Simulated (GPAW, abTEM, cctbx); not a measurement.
# LiHOs: the scripts behind a bonding study

Short scripts, each with its output. The start was made by putting kin elements into a known structure type; the compound need not exist, or be stable, in this form.

## Step 1: Build the all-electron density and subtract free atoms

```text
cell
1.0
     2.686038940    0.000000000    0.000000000
     0.000000000    2.686038940    0.000000000
     0.000000000    0.000000000    4.344805840
Os Li H
1 1 1
Direct
0.000000000 0.000000000 0.000000000
0.500000000 0.500000000 0.500000000
0.500000000 0.500000000 0.000000000
```

```python
import numpy as np
from ase.io import read
from ase.units import Bohr
from gpaw import GPAW, PW, FermiDirac
from gpaw.calculator import GPAW as OldGPAW
from gpaw.mpi import serial_comm, world
from scipy.special import erfc
from scipy.spatial import cKDTree

atoms = read("cell.vasp")
atoms.calc = GPAW(mode=PW(550), xc="PBE", kpts={"size": (9, 9, 6), "gamma": True},
                 occupations=FermiDirac(0.1), maxiter=120, symmetry={"tolerance": 1e-5}, txt="scf.txt")
atoms.get_potential_energy()
rho = atoms.calc.get_all_electron_density(gridrefinement=2)
moments = atoms.get_magnetic_moments() if atoms.calc.get_number_of_spins() == 2 else np.zeros(len(atoms))
total = atoms.get_magnetic_moment() if moments.any() else 0.0
if world.rank == 0:
    free = OldGPAW(mode=PW(550), xc="PBE", txt=None, communicator=serial_comm)
    neutral = atoms.copy()
    neutral.set_initial_magnetic_moments(None)
    free.initialize(neutral)
    free.set_positions(neutral)
    drho = rho - free.get_all_electron_density(gridrefinement=2)
    # GPAW starts from confined atoms: exchange their smooth part for that of the datasets' free atoms
    h = np.stack(np.meshgrid(*[np.fft.fftfreq(n, 1 / n) for n in drho.shape], indexing="ij"), -1)
    gabs = np.linalg.norm(h @ atoms.cell.reciprocal(), axis=-1)
    tails = np.fft.fftn(free.get_pseudo_density(gridrefinement=2))
    g, form, v0 = np.linspace(0, gabs.max(), 1500), {}, 0
    for e in set(atoms.symbols):
        idx = atoms.symbols.search(e)
        d = free.setups[idx[0]].data
        r, w = d.rgd.r_g * Bohr, d.rgd.r_g**2 * d.rgd.dr_g
        j0 = np.sinc(2 * g[:, None] * r)
        smooth = sum(f * p**2 for f, p in zip(d.f_j, d.phit_jg)) + np.sqrt(4 * np.pi) * d.nct_g
        full = sum(f * p**2 for f, p in zip(d.f_j, d.phi_jg)) + np.sqrt(4 * np.pi) * d.nc_g
        phase = sum(np.exp(-2j * np.pi * h @ s) for s in atoms.get_scaled_positions()[idx])
        tails -= np.interp(gabs, g, j0 @ (smooth * w)) * phase * drho.size / atoms.get_volume()
        form[e] = j0 @ (full * w)
        v0 += 2 * np.pi / 3 * 14.3996 * (full * w * r**2).sum() * len(idx)  # V A^3
    tails *= 0.5 * erfc((gabs - 1.8) / 0.25)  # the tails differ at long wavelengths alone
    drho += np.fft.ifftn(tails).real  # crystal minus superposed spherical free atoms
    np.save("drho.npy", drho)
    dv = atoms.get_volume() / drho.size
    print("grid", drho.shape, " electrons %.3f" % (rho.sum() * dv), " moved by bonding %.3f e" % (abs(drho).sum() * dv / 2))
    pts = np.indices(drho.shape).reshape(3, -1).T / drho.shape @ atoms.cell
    shifts = (np.indices((3, 3, 3)).reshape(3, -1).T - 1) @ atoms.cell
    images = (atoms.positions[None] + shifts[:, None]).reshape(-1, 3)
    dist, idx = cKDTree(images).query(pts, k=4)
    out = drho.ravel()[dist[:, 0] > 0.5]
    print("deformation density beyond 0.5 A of the nuclei: max %.3f, min %.3f e/A^3" % (out.max(), out.min()))
    tie = dist < dist[:, :1] + 1e-4
    q = -np.bincount((idx % len(atoms))[tie], (drho.ravel()[:, None] / tie.sum(1, keepdims=True) * tie)[tie], len(atoms)) * dv
    print("atom        x       y       z   Voronoi charge  moment")
    for a, s, c, m in zip(atoms, atoms.get_scaled_positions(), q, moments):
        print("%-2s%-3d %7.4f %7.4f %7.4f %10.3f %10.2f" % (a.symbol, a.index + 1, *s, c, m))
    np.savez("free.npz", g=g, **form)
    print("mean inner potential of superposed free atoms %.3f V" % (v0 / atoms.get_volume()))
    print("total magnetic moment %.3f muB" % total)
```

```console
$ OMP_NUM_THREADS=1 mpirun -n 4 gpaw python run.py > gpaw.log
```

```text
grid (30, 30, 48)  electrons 80.000  moved by bonding 0.293 e
deformation density beyond 0.5 A of the nuclei: max 0.182, min -0.136 e/A^3
atom        x       y       z   Voronoi charge  moment
Os1    0.0000  0.0000  0.0000      0.102       0.00
Li2    0.5000  0.5000  0.5000      0.044       0.00
H 3    0.5000  0.5000  0.0000     -0.146       0.00
mean inner potential of superposed free atoms 24.115 V
total magnetic moment 0.000 muB
```

Time: 5.4 s on 4 cores of Arm Neoverse V2 (shared host), peak memory 0.62 GiB.

## Step 2: Fourier-transform the difference

```python
from cctbx import adptbx, crystal, miller, xray
from cctbx.eltbx import tiny_pse
import numpy as np

cs = crystal.symmetry(unit_cell=(2.686, 2.686, 4.3448, 90, 90, 90), space_group_symbol='Hall: -P 4 2')  # P4/mmm
atoms = [  # label, site, U (iso, or U11 U22 U33 U12 U13 U23 in A^2), occupancy
    ("Os1", (0, 0, 0), 0.0000, 1),
    ("Li1", (0.5, 0.5, 0.5), 0.0000, 1),
    ("H1", (0.5, 0.5, 0), 0.0000, 1),
]
xs = xray.structure(crystal_symmetry=cs)
for label, site, u, occ in atoms:
    u = adptbx.u_cif_as_u_star(cs.unit_cell(), u) if isinstance(u, tuple) else u
    xs.add_scatterer(xray.scatterer(label, site=site, u=u, occupancy=occ))
xs.scattering_type_registry(table="wk1995")
drho = np.load("drho.npy")
T = np.array([[1, 0, 0], [0, 1, 0], [0, 0, 1]])  # conventional axes in terms of the primitive ones
dF = np.fft.ifftn(drho) * 31.34693  # electrons a conventional cell, indexed by primitive hkl
ms = miller.build_set(cs, anomalous_flag=False, d_min=0.9).sort("resolution")
iam = ms.structure_factors_from_scatterers(xs, algorithm="direct").f_calc()
p1 = xs.expand_to_p1()
z = np.array([tiny_pse.table(sc.scattering_type).atomic_number() for sc in p1.scatterers()])
x = np.array(p1.sites_frac())
free = np.load("free.npz")
print("static structure factors of the conventional cell: F in electrons, V (Mott-Bethe) in volts")
print("   h  k  l      d  |F| table  |F| free   |F| DFT   change   |V| free  |V| DFT  change %")
for h, d, table in list(zip(ms.indices(), ms.d_spacings().data(), iam.data()))[:16]:
    df = dF[tuple(np.rint(np.linalg.solve(T, h)).astype(int))]
    phase = np.exp(2j * np.pi * x @ h)
    f = sum(np.interp(1 / d, free["g"], free[sc.scattering_type]) * p for sc, p in zip(p1.scatterers(), phase))
    fz = (z * phase).sum()
    c = 14.3996 * d * d / (np.pi * cs.unit_cell().volume())
    v0, v1 = abs(fz - f) * c, abs(fz - f - df) * c
    print("%4d%3d%3d %7.4f %9.3f %9.3f %9.3f %8.3f %9.3f %8.3f %8s" % (h + (d, abs(table), abs(f), abs(f + df), abs(f + df) - abs(f), v0, v1, "%.1f" % (100 * (v1 / v0 - 1)) if v0 > 0.02 else "-")))
```

```console
$ python run.py
```

```text
static structure factors of the conventional cell: F in electrons, V (Mott-Bethe) in volts
   h  k  l      d  |F| table  |F| free   |F| DFT   change   |V| free  |V| DFT  change %
   0  0  1  4.3448    69.489    69.381    69.433    0.051    12.749   12.607     -1.1
   1  0  0  2.6860    62.900    63.007    62.911   -0.096     9.487    9.589      1.1
   1  0  1  2.2847    64.001    64.068    63.900   -0.168    10.633   10.762      1.2
   0  0  2  2.1724    64.145    63.943    63.911   -0.032    11.081   11.103      0.2
   1  1  0  1.8993    61.611    61.385    61.380   -0.005     9.819    9.822      0.0
   1  1  1  1.7403    56.739    56.527    56.517   -0.010     7.738    7.742      0.1
   1  0  2  1.6891    55.465    55.473    55.343   -0.130     6.895    6.949      0.8
   0  0  3  1.4483    52.885    52.719    52.845    0.126     6.527    6.488     -0.6
   1  1  2  1.4299    55.387    55.206    55.204   -0.003     7.412    7.413      0.0
   2  0  0  1.3430    53.858    53.706    53.838    0.132     6.935    6.900     -0.5
   2  0  1  1.2831    50.124    50.017    50.099    0.082     5.774    5.754     -0.3
   1  0  3  1.2748    52.163    52.178    52.136   -0.042     6.136    6.146      0.2
   2  1  0  1.2012    48.228    48.278    48.319    0.040     5.005    4.997     -0.2
   2  1  1  1.1578    49.759    49.791    49.803    0.012     5.529    5.527     -0.0
   1  1  3  1.1516    47.551    47.494    47.499    0.004     5.140    5.140     -0.0
   2  0  2  1.1423    49.713    49.635    49.641    0.006     5.794    5.793     -0.0
```

Time: 0.22 s on 1 core of Arm Neoverse V2 (shared host), peak memory 0.07 GiB.

## Step 3: Propagate a plane wave with and without the bonding term

```python
import abtem
import numpy as np
from ase.build import make_supercell
from ase.io import read

abtem.config.set({"dask.lazy": False, "fft": "fftw", "diagnostics.progress_bar": False})
M = [[1, -1, 0], [0, 0, -1], [1, 1, 0]]  # rows: x, y and beam direction in the primitive cell's axes
unit = make_supercell(read("cell.vasp"), M)
unit.set_cell(list(unit.cell.lengths()) + [90, 90, 90], scale_atoms=True)
unit.positions[:, 2] += 0.4748  # keeps atomic planes off the slice boundaries
unit.wrap()
slab = unit * (2, 2, 156)
print(slab.get_chemical_formula(), "| box %.2f x %.2f x %.2f A" % tuple(slab.cell.lengths()))

# change of the potential by bonding, from the DFT deformation density (Poisson's equation term by term)
drho = np.load("drho.npy")
prim = read("cell.vasp")
h = np.stack(np.meshgrid(*[np.fft.fftfreq(n, 1 / n) for n in drho.shape], indexing="ij"), -1).reshape(-1, 3).astype(int)
g2 = ((h @ prim.cell.reciprocal()) ** 2).sum(1)
keep = (g2 > 0) & (g2 < 2.5**2)
shape = (109, 125, 24)
vg = np.zeros(shape, complex)
hm = h[keep] @ np.array(M).T
move = np.exp(-2j * np.pi * hm[:, 2] * (0.4748 / unit.cell[2, 2] - 0.5 / shape[2]))  # the same shift, sampled at mid-points
vg[tuple(hm.T % np.array(shape)[:, None])] = -14.3996 / np.pi * (np.fft.fftn(drho).ravel() / drho.size)[keep] / g2[keep] * move
dV = np.fft.ifftn(vg).real * vg.size
dV = dV.reshape(109, 125, 4, 6).mean(3) * unit.cell[2, 2] / 4  # V A, projected in each slice
dV = np.tile(dV.transpose(2, 0, 1), (156, 2, 2))


def build(atoms):
    p = abtem.Potential(atoms, gpts=(218, 250), slice_thickness=[slab.cell[2, 2] / 624] * 624,
                        parametrization="lobato", projection="infinite", exit_planes=52).build()
    p.array[:] += BONDING * dV
    return p


sigmas = {'Os': 0.054, 'Li': 0.084, 'H': 0.087}  # r.m.s. displacement along each axis, A
u = np.array([sigmas[s] for s in slab.symbols])[:, None]
rng = np.random.default_rng(437)


def potentials():
    for _ in range(3):  # frozen phonons, one configuration at a time
        atoms = slab.copy()
        atoms.positions += u * rng.standard_normal((len(atoms), 3))
        atoms.wrap()
        yield build(atoms)


for label, BONDING in (("IAM", 0.0), ("DFT", 1.0)):
    print("=====", label)
    rng = np.random.default_rng(437)  # the same displacements for both
    potential = build(slab)
    print("grid", potential.gpts, "slices", potential.num_slices)
    thickness = potential.exit_thicknesses
    wave = abtem.PlaneWave(energy=200000)
    dp = np.mean([wave.multislice(p).diffraction_patterns(max_angle="valid").array for p in potentials()], axis=0)
    hkl = [(0, 0, 0), (0, 0, 1), (0, 0, 2), (1, -1, 0), (1, -1, 1), (0, 0, 3), (1, -1, 2)]
    nx, ny = dp.shape[-2:]
    print("intensity of each beam, fraction of the incident wave")
    print("  t (A)" + "".join("%9s" % " ".join(map(str, h)) for h in hkl) + "  diffuse    total")
    grid = np.zeros((nx, ny), bool)
    grid[nx // 2 % 2::2, ny // 2 % 2::2] = True
    for t, a in list(zip(thickness, dp))[1:]:
        idx = [np.rint(np.array(M) @ np.linalg.solve([[1, 0, 0], [0, 1, 0], [0, 0, 1]], h)).astype(int) for h in hkl]
        print("%7.1f" % t + "".join("%9.5f" % a[nx // 2 + i[0] * 2, ny // 2 + i[1] * 2] for i in idx) + "%9.4f%9.4f" % (a[~grid].sum(), a.sum()))
```

```console
$ python run.py
```

```text
H1248Li1248Os1248 | box 7.60 x 8.69 x 592.59 A
===== IAM
grid (218, 250) slices 624
intensity of each beam, fraction of the incident wave
  t (A)    0 0 0    0 0 1    0 0 2   1 -1 0   1 -1 1    0 0 3   1 -1 2  diffuse    total
   49.4  0.84076  0.01498  0.00679  0.00271  0.00129  0.00178  0.00029   0.0518   0.9925
   98.8  0.67672  0.04494  0.01207  0.00298  0.00284  0.00508  0.00113   0.0819   0.9863
  148.1  0.52881  0.08297  0.01092  0.00565  0.00327  0.00444  0.00239   0.1179   0.9788
  197.5  0.40776  0.12632  0.00590  0.01179  0.00318  0.00158  0.00146   0.1514   0.9723
  246.9  0.30141  0.16759  0.00190  0.01345  0.00280  0.00072  0.00196   0.1770   0.9661
  296.3  0.19839  0.19717  0.00082  0.00763  0.00199  0.00028  0.00324   0.2018   0.9600
  345.7  0.10313  0.21786  0.00080  0.00108  0.00089  0.00120  0.00325   0.2364   0.9499
  395.1  0.03407  0.22238  0.00102  0.00108  0.00040  0.00230  0.00274   0.2765   0.9383
  444.4  0.00356  0.21545  0.00120  0.00728  0.00027  0.00178  0.00239   0.3127   0.9279
  493.8  0.00479  0.19640  0.00136  0.01504  0.00103  0.00086  0.00252   0.3368   0.9189
  543.2  0.02512  0.16903  0.00211  0.01768  0.00185  0.00051  0.00157   0.3526   0.9114
  592.6  0.06098  0.13845  0.00230  0.01338  0.00178  0.00072  0.00192   0.3672   0.9045
===== DFT
grid (218, 250) slices 624
intensity of each beam, fraction of the incident wave
  t (A)    0 0 0    0 0 1    0 0 2   1 -1 0   1 -1 1    0 0 3   1 -1 2  diffuse    total
   49.4  0.84241  0.01397  0.00691  0.00277  0.00127  0.00184  0.00030   0.0518   0.9924
   98.8  0.68227  0.04166  0.01252  0.00311  0.00281  0.00526  0.00107   0.0819   0.9863
  148.1  0.54001  0.07678  0.01168  0.00553  0.00338  0.00457  0.00230   0.1177   0.9788
  197.5  0.42573  0.11723  0.00674  0.01129  0.00340  0.00164  0.00137   0.1510   0.9723
  246.9  0.32552  0.15648  0.00248  0.01289  0.00290  0.00076  0.00184   0.1762   0.9662
  296.3  0.22529  0.18576  0.00104  0.00738  0.00194  0.00035  0.00311   0.2004   0.9602
  345.7  0.12794  0.20767  0.00069  0.00113  0.00085  0.00134  0.00312   0.2345   0.9503
  395.1  0.05179  0.21504  0.00081  0.00131  0.00044  0.00260  0.00265   0.2741   0.9388
  444.4  0.01121  0.21205  0.00108  0.00769  0.00029  0.00204  0.00238   0.3107   0.9283
  493.8  0.00191  0.19753  0.00135  0.01564  0.00094  0.00091  0.00259   0.3357   0.9192
  543.2  0.01184  0.17474  0.00199  0.01824  0.00178  0.00043  0.00166   0.3527   0.9115
  592.6  0.03806  0.14800  0.00205  0.01367  0.00186  0.00060  0.00208   0.3685   0.9044
```

Time: 49 s.

## Step 4: Scan a probe

```python
import abtem
import numpy as np
from ase.build import make_supercell
from ase.io import read

abtem.config.set({"dask.lazy": False, "fft": "fftw", "diagnostics.progress_bar": False})
M = [[1, -1, 0], [0, 0, -1], [1, 1, 0]]  # rows: x, y and beam direction in the primitive cell's axes
unit = make_supercell(read("cell.vasp"), M)
unit.set_cell(list(unit.cell.lengths()) + [90, 90, 90], scale_atoms=True)
unit.positions[:, 2] += 0.4748  # keeps atomic planes off the slice boundaries
unit.wrap()
slab = unit * (4, 3, 12)
print(slab.get_chemical_formula(), "| box %.2f x %.2f x %.2f A" % tuple(slab.cell.lengths()))

# change of the potential by bonding, from the DFT deformation density (Poisson's equation term by term)
drho = np.load("drho.npy")
prim = read("cell.vasp")
h = np.stack(np.meshgrid(*[np.fft.fftfreq(n, 1 / n) for n in drho.shape], indexing="ij"), -1).reshape(-1, 3).astype(int)
g2 = ((h @ prim.cell.reciprocal()) ** 2).sum(1)
keep = (g2 > 0) & (g2 < 2.5**2)
shape = (38, 44, 24)
vg = np.zeros(shape, complex)
hm = h[keep] @ np.array(M).T
move = np.exp(-2j * np.pi * hm[:, 2] * (0.4748 / unit.cell[2, 2] - 0.5 / shape[2]))  # the same shift, sampled at mid-points
vg[tuple(hm.T % np.array(shape)[:, None])] = -14.3996 / np.pi * (np.fft.fftn(drho).ravel() / drho.size)[keep] / g2[keep] * move
dV = np.fft.ifftn(vg).real * vg.size
dV = dV.reshape(38, 44, 4, 6).mean(3) * unit.cell[2, 2] / 4  # V A, projected in each slice
dV = np.tile(dV.transpose(2, 0, 1), (12, 4, 3))


def build(atoms):
    p = abtem.Potential(atoms, gpts=(152, 132), slice_thickness=[slab.cell[2, 2] / 48] * 48,
                        parametrization="lobato", projection="infinite", exit_planes=24).build()
    p.array[:] += BONDING * dV
    return p


def potentials():
    yield build(slab)  # atoms at rest


for label, BONDING in (("IAM", 0.0), ("DFT", 1.0)):
    print("=====", label)
    potential = build(slab)
    print("grid", potential.gpts, "slices", potential.num_slices)
    thickness = potential.exit_thicknesses
    probe = abtem.Probe(energy=200000, semiangle_cutoff=25)
    probe.grid.match(potential)
    print("wavelength %.5f A, largest angle on the grid %.0f mrad" % (probe.wavelength, min(probe.cutoff_angles)))
    detectors = {"ABF": (12, 25), "BF": (0, 12), "LAADF": (30, 80)}  # mrad
    columns = [  # name, x, y (A)
        ("OsH", 0.000, 0.000),
        ("Li", 1.899, 2.172),
        ("void", 0.950, 1.086),
    ]
    scan = abtem.GridScan(start=(0.0000, 0.0000), end=(3.7986, 4.3448), gpts=(16, 18), endpoint=False)
    dets = [abtem.AnnularDetector(*v) for v in detectors.values()] + [abtem.PixelatedDetector(max_angle=38)]
    runs = [probe.scan(p, scan=scan, detectors=dets, max_batch=32) for p in potentials()]
    out = [sum(x[1:], x[0]) / len(x) for x in zip(*runs)]
    images = dict(zip(detectors, out))
    images["iCOM"] = out[-1].center_of_mass().integrate_gradient()
    np.save(label + "_pacbed.npy", out[-1].array.mean(axis=(1, 2)))
    print("PACBED pixel %.3f x %.3f mrad" % out[-1].angular_sampling)
    for name, im in images.items():
        im = im.interpolate(sampling=0.1, boundary="periodic").gaussian_filter(0.25)
        np.save(label + "_" + name + ".npy", im.array)
        print(name, "signal at the columns" + (", fraction of the beam" if name in detectors else ""))
        print("  t (A)     mean" + "".join("%10s" % c[0][:9] for c in columns))
        for t, a in list(zip(thickness, im.array))[1:]:
            at = [a[round((x - 0.0000) / im.sampling[0]) % a.shape[0], round((y - 0.0000) / im.sampling[1]) % a.shape[1]] for _, x, y in columns]
            print("%7.1f %8.5f" % (t, a.mean()) + "".join("%10.5f" % v for v in at))
```

```console
$ python run.py
```

```text
H288Li288Os288 | box 15.19 x 13.03 x 45.58 A
===== IAM
grid (152, 132) slices 48
wavelength 0.02508 A, largest angle on the grid 83 mrad
PACBED pixel 1.651 x 1.924 mrad
ABF signal at the columns, fraction of the beam
  t (A)     mean       OsH        Li      void
   22.8  0.68448   0.40899   0.72641   0.72932
   45.6  0.62947   0.28053   0.68467   0.69323
BF signal at the columns, fraction of the beam
  t (A)     mean       OsH        Li      void
   22.8  0.21886   0.07673   0.24827   0.23452
   45.6  0.21421   0.13160   0.27841   0.21854
LAADF signal at the columns, fraction of the beam
  t (A)     mean       OsH        Li      void
   22.8  0.03439   0.14277   0.00778   0.01170
   45.6  0.04352   0.09355   0.01102   0.02926
iCOM signal at the columns
  t (A)     mean       OsH        Li      void
   22.8  0.03957   0.13138   0.02995   0.01850
   45.6  0.03957   0.15188   0.02784   0.01145
===== DFT
grid (152, 132) slices 48
wavelength 0.02508 A, largest angle on the grid 83 mrad
PACBED pixel 1.651 x 1.924 mrad
ABF signal at the columns, fraction of the beam
  t (A)     mean       OsH        Li      void
   22.8  0.68460   0.40911   0.72622   0.72948
   45.6  0.62969   0.28021   0.68407   0.69375
BF signal at the columns, fraction of the beam
  t (A)     mean       OsH        Li      void
   22.8  0.21887   0.07670   0.24847   0.23442
   45.6  0.21424   0.13170   0.27915   0.21821
LAADF signal at the columns, fraction of the beam
  t (A)     mean       OsH        Li      void
   22.8  0.03437   0.14271   0.00781   0.01170
   45.6  0.04347   0.09348   0.01105   0.02926
iCOM signal at the columns
  t (A)     mean       OsH        Li      void
   22.8  0.03925   0.13059   0.03030   0.01808
   45.6  0.03925   0.15077   0.02870   0.01093
```

Time: 19 s.

[Outputs are excerpts: Python notices, other lines and further rows are left out; steps that failed or that the build refused (PBEsol, TPSS) are not shown.]

[Logs are printed without paths, hosts, clocks, repeated set-up lines and the standing remarks that a program may print on its own settings, such as how far it seeks lower states.]
